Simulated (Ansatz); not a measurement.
# Sr on Rh(100): change of the work function, part 2 of 3

How does one ordered layer of Sr (bridge site) change the work function of Rh(100), and what dipole does each adsorbate carry?

Ansatz 0.2.0; plane-wave DFT, RPBE, Ansatz PAW (the session's first sound run).

So far, work function, upper face (eV): step 2 (the clean slab) 4.90.

## (3) Adsorbate added

System of this step: Sr/Rh(100). The cell holds 17 atoms: 16 Rh and 1 Sr. Its edges and angles: a = 5.374 Å, b = 5.374 Å, c = 27.026 Å, α = 90.0°, β = 90.0°, γ = 90.0°. Vacuum lies along c.

The clean slab as it ended is repeated in the plane and the adsorbate is set on one face; the cell's size fixes the coverage, and the k-mesh shrinks with it to keep the sampling density about even. Adsorbate and upper layers relax, since the dipole depends on the height.

input.yaml reads:

```yaml
crystal:
  lattice:
    - [5.374011537, 0.0, 0.0]
    - [0.0, 5.374011537, 0.0]
    - [0.0, 0.0, 27.0263200192]
  atoms:
    - { symbol: Rh, position: [0.25, 0.25, 0.3330087113] }
    - { symbol: Rh, position: [0.0, 0.0, 0.4033105503] }
    - { symbol: Rh, position: [0.25, 0.25, 0.4758698694] }
    - { symbol: Rh, position: [0.0, 0.0, 0.545867603] }
    - { symbol: Rh, position: [0.25, 0.75, 0.3330087113] }
    - { symbol: Rh, position: [0.0, 0.5, 0.4033105503] }
    - { symbol: Rh, position: [0.25, 0.75, 0.4758698694] }
    - { symbol: Rh, position: [0.0, 0.5, 0.545867603] }
    - { symbol: Rh, position: [0.75, 0.25, 0.3330087113] }
    - { symbol: Rh, position: [0.5, 0.0, 0.4033105503] }
    - { symbol: Rh, position: [0.75, 0.25, 0.4758698694] }
    - { symbol: Rh, position: [0.5, 0.0, 0.545867603] }
    - { symbol: Rh, position: [0.75, 0.75, 0.3330087113] }
    - { symbol: Rh, position: [0.5, 0.5, 0.4033105503] }
    - { symbol: Rh, position: [0.75, 0.75, 0.4758698694] }
    - { symbol: Rh, position: [0.5, 0.5, 0.545867603] }
    - { symbol: Sr, position: [0.25, 0.0, 0.6669912887] }
kpoints:
  mp_grid: { grid: [6, 6, 1] }
hamiltonian:
  xc: rpbe
scf:
  occupations: { method: fermi_dirac, width: 0.1 }
  convergence: { dr2_threshold: 1.0e-08 }
efield:
  axis: 3
  dipole_correction: true
  ramp_position: 0.97
  ramp_width: 0.06
relax:
  f_tol: 0.02
  max_steps: 60
  constraints: [{ sites: [0, 1, 4, 5, 8, 9, 12, 13] }]
output:
  bader: true
  dos: { projected: true, e_range: [-8, 4] }
  write_potential: true
  write_density: true
  volumetric_format: npy
  elf: true
```

Started as:

```bash
$ ansatz run input.yaml --threads 4 --pin off --max-ram 6144MiB --backend cpu --events-out ev --progress --plain --runs-dir out
```

Numbers of over 12 decimals in the logs are rounded to 6 here.

What it wrote:

```text
[...]
Crystal: 17 atoms, lattice volume = 780.520 Å³
Basis set: ecut = 420 eV, 15179 PW (Γ), exchange–correlation on 72×72×384 points (8 copies of the dense FFT grid, shifted against one another)
Bands: 170, of which v1, the nominal top of the filled ones, is band 141 counted from 1 (140 counted from 0)
Symmetry: 4 space group operations
[...]
k-points: 16 of 36
[...]
SCF iter   1: F=—  HF=-106110.503321 eV  |F-HF|=—  |Δ(HF+E_count)|=         —  Δρ=7.05e-3  dr2=1.26e1  ethr=1.77e-3  p=0.500 e·Å  D=1.16e-1 V/Å  ΔV_dip=-3.13 eV  dr2_dipole=6.86e0  V_vac-E_F(+/−)=1.59/4.72 eV  ⟨swp⟩=9.5  Hψ=12529  notcnv=0  defer=4
[...]
SCF iter  13: F=-106110.170364 eV  HF=-106110.170364 eV  |F-HF|=1.92e-8  |Δ(HF+E_count)|=   2.26e-9  Δρ=5.01e-7  dr2=2.05e-9  ethr=3.55e-12  p=0.346 e·Å  D=8.01e-2 V/Å  ΔV_dip=-2.17 eV  dr2_dipole=5.05e-10  V_vac-E_F(+/−)=2.74/4.90 eV  ⟨swp⟩=17.2  Hψ=21825  notcnv=0
SCF 1 converged in 13 iterations: F = -106110.170364 eV  dr2 = 2.05e-9
[...]
relax step   1: F+E_penalty+E_count = -106110.17036396 eV  Δ(F+E_penalty+E_count) = +0.000e0 eV  max|allowed force component| = 1.411e0 eV/Å  Δτ_max = 0.0000 Å  (13 SCF iters, accepted)
[...]
SCF iter  12: F=-106110.472535 eV  HF=-106110.472535 eV  |F-HF|=1.25e-8  |Δ(HF+E_count)|=   4.83e-8  Δρ=3.88e-7  dr2=3.15e-9  ethr=3.55e-12  p=0.367 e·Å  D=8.51e-2 V/Å  ΔV_dip=-2.30 eV  dr2_dipole=6.39e-12  V_vac-E_F(+/−)=2.61/4.91 eV  ⟨swp⟩=10.2  Hψ=17913  notcnv=0
SCF 2 converged in 12 iterations: F = -106110.472535 eV  dr2 = 3.15e-9
[...]
relax step   2: F+E_penalty+E_count = -106110.47253457 eV  Δ(F+E_penalty+E_count) = -3.022e-1 eV  max|allowed force component| = 1.435e0 eV/Å  Δτ_max = 0.1968 Å  (12 SCF iters, accepted)
SCF iter   1: F=—  HF=-106110.766087 eV  |F-HF|=—  |Δ(HF+E_count)|=         —  Δρ=4.41e-3  dr2=9.33e-1  ethr=2.06e-3  p=0.367 e·Å  D=8.51e-2 V/Å  ΔV_dip=-2.30 eV  dr2_dipole=3.33e-2  V_vac-E_F(+/−)=2.62/4.92 eV  ⟨swp⟩=6.4  Hψ=6501  notcnv=0  defer=36
[...]
SCF iter  12: F=-106110.764669 eV  HF=-106110.764669 eV  |F-HF|=3.49e-8  |Δ(HF+E_count)|=   2.85e-8  Δρ=5.65e-7  dr2=7.11e-9  ethr=3.55e-12  p=0.396 e·Å  D=9.19e-2 V/Å  ΔV_dip=-2.48 eV  dr2_dipole=7.06e-10  V_vac-E_F(+/−)=2.43/4.91 eV  ⟨swp⟩=16.2  Hψ=21001  notcnv=0
SCF 3 converged in 12 iterations: F = -106110.764669 eV  dr2 = 7.11e-9
relax step   3: F+E_penalty+E_count = -106110.76466874 eV  Δ(F+E_penalty+E_count) = -2.921e-1 eV  max|allowed force component| = 1.260e0 eV/Å  Δτ_max = 0.1949 Å  (12 SCF iters, accepted)
[...]
relax step   4: F+E_penalty+E_count = -106110.97542809 eV  Δ(F+E_penalty+E_count) = -2.108e-1 eV  max|allowed force component| = 7.844e-1 eV/Å  Δτ_max = 0.1929 Å  (12 SCF iters, accepted)
[...]
relax step   5: F+E_penalty+E_count = -106111.07326821 eV  Δ(F+E_penalty+E_count) = -9.784e-2 eV  max|allowed force component| = 3.372e-1 eV/Å  Δτ_max = 0.1926 Å  (11 SCF iters, accepted)
[...]
relax step   6: F+E_penalty+E_count = -106111.08392401 eV  Δ(F+E_penalty+E_count) = -1.066e-2 eV  max|allowed force component| = 1.028e-1 eV/Å  Δτ_max = 0.0884 Å  (11 SCF iters, accepted)
SCF iter   1: F=—  HF=-106111.085415 eV  |F-HF|=—  |Δ(HF+E_count)|=         —  Δρ=9.20e-4  dr2=4.71e-2  ethr=2.35e-4  p=0.462 e·Å  D=1.07e-1 V/Å  ΔV_dip=-2.89 eV  dr2_dipole=1.12e-2  V_vac-E_F(+/−)=2.02/4.91 eV  ⟨swp⟩=4.0  Hψ=4381  notcnv=0  defer=51
[...]
SCF iter   9: F=-106111.085637 eV  HF=-106111.085637 eV  |F-HF|=3.46e-8  |Δ(HF+E_count)|=   1.27e-7  Δρ=5.05e-7  dr2=3.90e-9  ethr=3.55e-12  p=0.459 e·Å  D=1.06e-1 V/Å  ΔV_dip=-2.87 eV  dr2_dipole=9.16e-12  V_vac-E_F(+/−)=2.04/4.92 eV  ⟨swp⟩=16.2  Hψ=20523  notcnv=0
SCF 7 converged in 9 iterations: F = -106111.085637 eV  dr2 = 3.90e-9
relax step   7: F+E_penalty+E_count = -106111.08563721 eV  Δ(F+E_penalty+E_count) = -1.713e-3 eV  max|allowed force component| = 1.389e-2 eV/Å  Δτ_max = 0.0275 Å  (9 SCF iters, accepted)
NSCF: frozen V_eff on 16 k-points
[...]
SCF converged after 9 iterations
Free energy (F): -106111.085637 eV
[...]
Internal energy: -106110.087313 eV  (E = F + TS)
E sigma→0 (E₀):  -106110.586475 eV
Entropy (-TS):   -0.998324 eV (-58.725 meV/atom)
Fermi energy:    4.425899 eV
Dipole field:    D = 0.106326 V/Å  (p = 0.458631 e·Å, saw-weighted, corrected)
Work function:   Φ+ = 2.0425 eV   Φ− = 4.9161 eV
[...]
--- Forces (eV/Å), atoms counted from 1 ---
  atom   1  Rh     0.00000000     0.00236419     0.11148966
  atom   2  Rh     0.04507467     0.00000000    -0.03334841
  atom   3  Rh     0.00000000    -0.00188048     0.00405239
  atom   4  Rh     0.00049590     0.00000000     0.00413917
  atom   5  Rh     0.00000000    -0.00236419     0.11148966
  atom   6  Rh     0.04856557     0.00000000    -0.17809176
  atom   7  Rh     0.00000000     0.00188048     0.00405239
  atom   8  Rh    -0.00162900     0.00000000    -0.00243116
  atom   9  Rh     0.00000000    -0.01128875     0.10152091
  atom  10  Rh    -0.04507467     0.00000000    -0.03334841
  atom  11  Rh     0.00000000     0.00120416    -0.00039304
  atom  12  Rh    -0.00049590     0.00000000     0.00413917
  atom  13  Rh     0.00000000     0.01128875     0.10152091
  atom  14  Rh    -0.04856557     0.00000000    -0.17809176
  atom  15  Rh     0.00000000    -0.00120416    -0.00039304
  atom  16  Rh     0.00162900     0.00000000    -0.00243116
  atom  17  Sr     0.00000000     0.00000000    -0.01388769
  max |Σ_I F_I| component: 1.22e-5 eV/Å
--- Band table (eV; the first three rows and the last of 16) ---
  k-point 0: bands = [... 137 lower, 4.3651, 4.6021, 4.7013, 4.8216, 4.8249, 4.8467, 4.8556, 4.8966, ... 25 higher]
  k-point 1: bands = [... 137 lower, 4.5318, 4.5596, 4.5998, 4.6661, 4.7141, 4.7272, 4.7540, 4.7718, ... 25 higher]
  k-point 2: bands = [... 137 lower, 4.2224, 4.3020, 4.4549, 4.4843, 4.4933, 4.5017, 4.7228, 4.7690, ... 25 higher]
  k-point 15: bands = [... 137 lower, 3.4828, 3.4960, 3.5089, 4.0328, 4.0509, 4.0744, 4.0756, 4.1305, ... 25 higher]
--- Relaxed structure (7 steps of the walk, 7 accepted, 0 SCFs on fresh bases) ---
  F+E_penalty+E_count = -106111.08563721 eV   max|allowed force component| = 1.389e-2 eV/Å
  atoms:
    - { symbol: Rh, position: [0.25, 0.25, 0.333009] }
    - { symbol: Rh, position: [0.0, 0.0, 0.403311] }
    - { symbol: Rh, position: [0.25, 0.252403, 0.476831] }
    - { symbol: Rh, position: [-0.00433545, 0.0, 0.544775] }
    - { symbol: Rh, position: [0.25, 0.75, 0.333009] }
    - { symbol: Rh, position: [0.0, 0.5, 0.403311] }
    - { symbol: Rh, position: [0.25, 0.747597, 0.476831] }
    - { symbol: Rh, position: [0.000727749, 0.5, 0.548539] }
    - { symbol: Rh, position: [0.75, 0.25, 0.333009] }
    - { symbol: Rh, position: [0.5, 0.0, 0.403311] }
    - { symbol: Rh, position: [0.75, 0.254134, 0.475841] }
    - { symbol: Rh, position: [0.504335, 0.0, 0.544775] }
    - { symbol: Rh, position: [0.75, 0.75, 0.333009] }
    - { symbol: Rh, position: [0.5, 0.5, 0.403311] }
    - { symbol: Rh, position: [0.75, 0.745866, 0.475841] }
    - { symbol: Rh, position: [0.499272, 0.5, 0.548539] }
    - { symbol: Sr, position: [0.25, 0.0, 0.635977] }
--- Bader charges: 17 sites ---
  site symbol  charge [e]  shift [e]
     0     Rh     -0.0399     0.0001
     1     Rh      0.0390     0.0001
     2     Rh      0.0252     0.0000
     3     Rh     -0.3330     0.0001
     4     Rh     -0.0399     0.0001
     5     Rh      0.0373     0.0001
     6     Rh      0.0252     0.0000
     7     Rh     -0.2440     0.0000
     8     Rh     -0.0374     0.0001
     9     Rh      0.0390     0.0001
    10     Rh      0.0192     0.0000
    11     Rh     -0.3330     0.0001
    12     Rh     -0.0374     0.0001
    13     Rh      0.0373     0.0001
    14     Rh      0.0192     0.0000
    15     Rh     -0.2441     0.0000
    16     Sr      1.0673     0.0000
  estimated error of the sums over rays = 5.5e-4 e
```

The job ended after 8.2 min (4 threads of Arm Neoverse V2, shared host; peak memory 3.8 GiB; 32 min of CPU time).

Step by step:

```csv
step,energy less that of the first step (eV),largest force component (eV/Å)
1,0.0000,1.4115
2,-0.3022,1.4350
3,-0.5943,1.2599
4,-0.8051,0.7844
5,-0.9029,0.3372
6,-0.9136,0.1028
7,-0.9153,0.0139
```

The run keeps the 4 symmetry operations that it works with, so distortions that break them were not tested.

The atoms that moved most (Å):

```csv
atom,dx,dy,dz,length
Sr17,0.000,0.000,-0.838,0.838
Rh8,0.004,0.000,0.072,0.072
Rh16,-0.004,0.000,0.072,0.072
Rh12,0.023,0.000,-0.030,0.038
Rh4,-0.023,0.000,-0.030,0.038
Rh3,0.000,0.013,0.026,0.029
Rh7,0.000,-0.013,0.026,0.029
Rh11,0.000,0.022,-0.001,0.022
```

Numbers from this step:

```
energy at zero smearing        : -106110.5865 eV
work function, upper face      : 2.042 eV
work function, lower face      : 4.916 eV
dipole along the normal        : 0.4586 e·Å
step between the vacuum levels : -2.874 eV
```

Running mean over 1.9 Å of the planar mean; the ramp of the sawtooth is left out. Electron's electrostatic potential energy less the Fermi level against z:

```csv
z (Å),electron's electrostatic potential energy less the Fermi level (eV)
4,4.92
5,4.91
6,4.86
7,4.22
8,-3.71
9,-12.5
10,-13.0
11,-13.0
12,-12.3
13,-13.1
14,-13.0
15,-11.8
16,-3.12
17,-2.63
18,-1.79
19,1.22
20,1.83
21,1.99
22,2.03
23,2.04
```

The density of states has structure finer than the step of the table below, so its rows give means over 0.25 eV, whole bins alone (the curve runs from -8 to 1.98 eV). Peaks (eV: height): -3.970: 36.2, -2.710: 40.7, -2.560: 56.5, -2.260: 45.1, -1.470: 54.3, 0.090: 36.2, 0.600: 44.5.

The density of states by energy, zero at the Fermi level; means over each step:

```csv
energy (eV),density of states (states/eV a cell)
-7.25,9.1e-5
-7.00,0.695
-6.75,1.04
-6.50,1.20
-6.25,1.30
-6.00,1.46
-5.75,3.01
-5.50,10.7
-5.25,22.3
-5.00,26.1
-4.75,23.7
-4.50,24.4
-4.25,26.6
-4.00,26.9
-3.75,19.7
-3.50,18.0
-3.25,20.0
-3.00,22.0
-2.75,25.0
-2.50,39.0
-2.25,34.0
-2.00,20.3
-1.75,26.5
-1.50,35.0
-1.25,22.8
-1.00,29.9
-0.75,29.7
-0.50,27.5
-0.25,29.8
0.00,31.9
0.25,24.4
0.50,32.1
0.75,19.5
1.00,8.02
1.25,8.91
1.50,8.06
1.75,7.00
```

Projected DOS per atom over height of the atomic layer and energy from the Fermi level. Layers: Rh4 Rh4 Rh4 Rh4 Sr from below.

Values in states/eV, 22 rows by 5 columns, each cell a mean:
```
0.26 0.25 0.26 0.29 0.14
0.42 0.29 0.33 0.42 0.31
0.83 0.84 0.85 0.79 0.62
1.65 1.78 1.80 1.46 0.62
2.31 1.76 1.54 2.01 0.37
2.21 1.43 1.24 1.88 0.29
1.91 1.27 1.66 2.09 0.38
2.40 1.34 1.42 2.14 0.40
1.72 0.89 0.92 1.94 0.21
2.31 1.97 1.89 2.37 0.19
1.55 1.67 1.73 1.86 0.10
1.11 1.33 1.28 1.18 0.01
1.25 1.21 1.13 1.23 0.01
1.61 1.75 1.68 1.68 0.02
1.15 1.82 1.78 1.18 0.03
0.71 2.37 2.43 0.83 0.03
0.26 1.07 1.09 0.30 0.01
0.04 0.17 0.17 0.05 0.00
0.03 0.12 0.12 0.03 0.00
0.02 0.09 0.09 0.03 0.00
0.00 0.00 0.00 0.00 0.00
0.00 0.00 0.00 0.00 0.00
```
Columns: height of the atomic layer (Å) from 9 to 17.2 (not evenly spaced); rows upwards: energy from the Fermi level (eV) from -7.96 to 1.95.

Valence density in the ca plane at fractional y = 0.000, with atoms of Rh and Sr within 0.2 Å of it. It is the smooth field of the valence electrons, not physical close to the nuclei.

Ten steps, logarithmic in the rise over the least value, from '0' (0 e/Å³) to '9' (14 e/Å³), each cell a mean:
```
01112368986321124799742100000000000000000000
11222246764222223577531000000000000000000000
12222223332222222333311000000000000000000000
12222222322222222233211000000000000000000000
11222234543222222455421000000000000000000000
01112357875221124788741100000000000000000000
01112379996311124899852111000000000000000000
01112368986321124799742223321000000000000000
11122246764222223566532345542000000000000000
11222223332222222233322466653100000000000000
12222222322222222222222465664100000000000000
11222234543222222355422456653100000000000000
01112357875221223688642234431000000000000000
01112379996311124899852111110000000000000000
```
Columns run along c (16.0 Å, from fractional 0.30 to 0.89 of the cell), rows up along a (5.4 Å). Atoms in or near the plane, at fractional coordinates: Rh at (0.40, 0.00), Rh at (0.54, 0.00), Rh at (0.40, 0.50), Rh at (0.54, 0.50), Sr at (0.64, 0.25).

ELF in the ca plane at fractional y = 0.000, with atoms of Rh and Sr within 0.2 Å of it. It is the smooth field of the valence electrons, not physical close to the nuclei.

Ten even steps from '0' (0.00) to '9' (0.85), each cell a mean:
```
22222258885222223788743310000012221100000000
22222235653222222466422321000112111000000000
23322222322322222223322322111111110000000000
23322322223322233223333322211111110000000000
22222223432222222344322322111111110000000000
22222247874222223688633320000112221100000000
22222268986222224788853211110012332110000000
22222258885222223788743236752112343211000000
22222235653222222466432489996211344321000000
23322222322332232223332784598411344321000000
23322322223332233223332882399411344321000000
22222223432222222234332698898311344321000000
22222247874222223577642269984112344321000000
22222268986222224788853212321012333210000000
```
Columns run along c (16.0 Å, from fractional 0.30 to 0.89 of the cell), rows up along a (5.4 Å). Atoms in or near the plane, at fractional coordinates: Rh at (0.40, 0.00), Rh at (0.54, 0.00), Rh at (0.40, 0.50), Rh at (0.54, 0.50), Sr at (0.64, 0.25).

Electrostatic potential energy in the ca plane at fractional y = 0.000, with atoms of Rh and Sr within 0.2 Å of it. With pseudopotentials it is smooth inside the atoms' cores, unlike the true potential.

Ten even steps from '0' (-82 eV) to '9' (8 eV), each cell a mean:
```
99999951015999998300379999999999999999999999
99999985458999999644699999999999999999999999
99999998889999999988999999999999999999999999
99999999999999999999999999999999999999999999
99999987679999999866899999999999999999999999
99999962137999998411489999999999999999999999
99999840005999997200279999999999999999999999
99999951015999998300379988889999999999999999
99999975458999999744799863468999999999999999
99999998889999999988999710037999999999999999
99999999999999999999998600027999999999999999
99999987679999999877899730158999999999999999
99999962137999998522589876788999999999999999
99999840005999997200279999899999999999999999
```
Columns run along c (16.0 Å, from fractional 0.30 to 0.89 of the cell; values clipped at the 3rd and 97th percentile), rows up along a (5.4 Å). Atoms in or near the plane, at fractional coordinates: Rh at (0.40, 0.00), Rh at (0.54, 0.00), Rh at (0.40, 0.50), Rh at (0.54, 0.50), Sr at (0.64, 0.25).

The relaxation took 7 steps and lowered the energy by 0.92 eV; the largest force on the free atoms ends at 0.014 eV/Å.

By hand: a sheet of dipoles makes a step −p/(ε₀A) in the electron's potential. With e/ε₀ = 180.95 V·Å, p = 0.4586 e·Å and A = 28.88 Å², that is −180.95 × (0.4586) / 28.88 = -2.874 eV, and the two vacuum levels of the run differ by -2.874 eV.

The covered face has 2.04 eV, -2.86 eV against the clean one; the bare back face has moved by +0.01 eV, a measure of how thin the slab is.

## (4) Work function against coverage

This step: plane-wave DFT, RPBE, Ansatz PAW; work function against coverage (Ansatz 0.2.0).

The runs are now put side by side.

Numbers from this step:

```
work function of the clean face     : 4.902 eV
largest change of the work function : -2.860 eV
```

The work function of the covered face by coverage:

```csv
coverage (adsorbates/nm²),work function of the covered face (eV)
0.00,4.90
3.46,2.04
```

The dipole per adsorbate comes from the change of the cell's dipole. Coverage, by row:

```csv
coverage (1/nm²),coverage (ML),work function (eV),change (eV),"dipole per adsorbate, positive end outwards (debye)",mean height of the added atoms over the highest substrate atom (Å)
3.463,0.25,2.042,-2.86,2.202,2.363
```

(Continued in part 3 of 3.)

[Logs are printed without paths, hosts, clocks, repeated set-up lines and the standing remarks that a program may print on its own settings, such as how far it seeks lower states.]

[Hosts, paths, dates, database ids (printed as entryN), source tags and the programs' standing remarks are cut or masked in the printed files.]

[Maps of the electrostatic potential energy from Ansatz leave out the sawtooth potential of an applied field or a dipole correction, so their vacuum need not be flat; planar profiles and work functions include it.]

[The density of states shown here was stored with 400 of the rows of the run's finer table, so its peaks can read low, often by over a quarter, or be missed, and its means over a window can be off by a tenth or more.]
